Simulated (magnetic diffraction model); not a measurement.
# ErCrFe below its ordering temperature

Space group Pnma (no. 62), a = 6.6090 Å, b = 4.1560 Å, c = 7.2660 Å.

| site | atom | x | y | z |
| --- | --- | --- | --- | --- |
| 4c | Er | 0.4537 | 3/4 | 0.8280 |
| 4c | Fe | 0.2243 | 3/4 | 0.1122 |
| 4c | Cr | 0.3586 | 3/4 | 0.4363 |

The compound is invented for this exercise: a known structure type with other elements, its cell scaled to their sizes and not relaxed.

Only Er is taken to order (form factors of Er3+); orders and moment sizes are assumed, and not adapted to the symmetry. Radiation: neutrons of λ = 2.0775 Å, 8° to 55°; isotropic B of 0.39 Å² (Er), 0.47 Å² (Fe) and 0.41 Å² (Cr). Simulated constant-wavelength pattern: nuclear and magnetic terms add, the magnetic one as |2.695 fm × Σ f S⊥ exp(2πi Q·r) exp(−B s²)|², summed over all Q at one angle with the factor 1/(sin²θ cos θ). For collinear order S is the moment m, which repeats by lattice and centring translations R with the sign exp(−2πi k·R). Free-ion form factors, Sears's scattering lengths of 1992, no absorption; a label names one of the reflections at its angle. The strongest nuclear line in the range is 100, and lines under 0.2 are left out.

Above the ordering temperature:

```
2θ (°)    index      I
 33.47  (0 1 1)    0.3
 36.64  (2 0 0)    3.2
 38.09  (1 0 2)   16.7
 38.30  (1 1 1)   36.1
 40.40  (2 0 1)   10.0
 47.36  (2 1 0)    9.4
 48.54  (1 1 2)   66.8
 50.29  (2 0 2)   11.2
 50.46  (2 1 1)  100.0
 54.36  (1 0 3)   17.6
```

Below it (cell unchanged):

```
2θ (°)      I
 18.88  186.5
 30.18   27.8
 32.07   70.7
 33.47    0.3
 36.64    3.2
 38.09   16.7
 38.30   36.1
 40.04   28.4
 40.40   10.0
 45.50    5.1
 45.87   33.4
 47.36    9.4
 48.54   66.8
 49.48   28.3
 50.29   11.2
 50.46  100.0
 52.08   19.8
 52.98    8.9
 53.31   24.0
 54.36   17.6
```

**Question.** Find the propagation vector, then choose among these models:
A. collinear moments along [110], 5.4 μB on Er; signs + at (0.4537, 3/4, 0.8280), + at (0.9537, 3/4, 0.6720), + at (0.5463, 1/4, 0.1720), + at (0.0463, 1/4, 0.3280)
B. collinear moments along [001], 5.4 μB on Er; signs + at (0.4537, 3/4, 0.8280), + at (0.9537, 3/4, 0.6720), + at (0.5463, 1/4, 0.1720), + at (0.0463, 1/4, 0.3280)
C. collinear moments along [001], 5.4 μB on Er; signs + at (0.4537, 3/4, 0.8280), − at (0.9537, 3/4, 0.6720), + at (0.5463, 1/4, 0.1720), − at (0.0463, 1/4, 0.3280)
D. collinear moments along [110], 5.4 μB on Er; signs + at (0.4537, 3/4, 0.8280), − at (0.9537, 3/4, 0.6720), + at (0.5463, 1/4, 0.1720), − at (0.0463, 1/4, 0.3280)

The new lines index as (1/2 1/2 1/2) at 18.88°, (1/2 1/2 -3/2) at 30.18°, (3/2 1/2 1/2) at 32.07° and (3/2 1/2 3/2) at 40.04°, that is as H ± k with k = (1/2 1/2 1/2). Half indices mean that the moments reverse under translations with k·R a half-integer, and the magnetic cell has twice the primitive volume.

Magnetic intensity, observed (below minus above) and for each model:

| 2θ (°) | index | observed | A | B | C | D |
| --- | --- | --- | --- | --- | --- | --- |
| 18.88 | (1/2 1/2 1/2) | 186.5 | 164.7 | 186.5 | 186.5 | 164.7 |
| 30.18 | (1/2 1/2 -3/2) | 27.8 | 71.8 | 27.8 | 27.8 | 71.8 |
| 32.07 | (3/2 1/2 1/2) | 70.7 | 41.4 | 70.7 | 70.7 | 41.4 |
| 45.50 | (1/2 1/2 5/2) | 5.1 | 33.5 | 5.1 | 5.1 | 33.5 |
| 45.87 | (1/2 3/2 1/2) | 33.4 | 23.7 | 33.4 | 33.4 | 23.7 |
| 49.48 | (5/2 1/2 1/2) | 28.3 | 13.4 | 28.3 | 28.3 | 13.4 |
| 52.98 | (3/2 1/2 5/2) | 8.9 | 21.1 | 8.9 | 8.9 | 21.1 |
| 53.31 | (3/2 3/2 1/2) | 24.0 | 11.4 | 24.0 | 24.0 | 11.4 |

Models B and C match alike on every line, so these data can't choose among them (such ties are often domains of one structure).

The structure used: k = (1/2 1/2 1/2), collinear moments along [001], 5.4 μB on Er; signs + at (0.4537, 3/4, 0.8280), − at (0.9537, 3/4, 0.6720), + at (0.5463, 1/4, 0.1720), − at (0.0463, 1/4, 0.3280).

[Logs are printed without paths, hosts, clocks, repeated set-up lines and the standing remarks that a program may print on its own settings, such as how far it seeks lower states.]
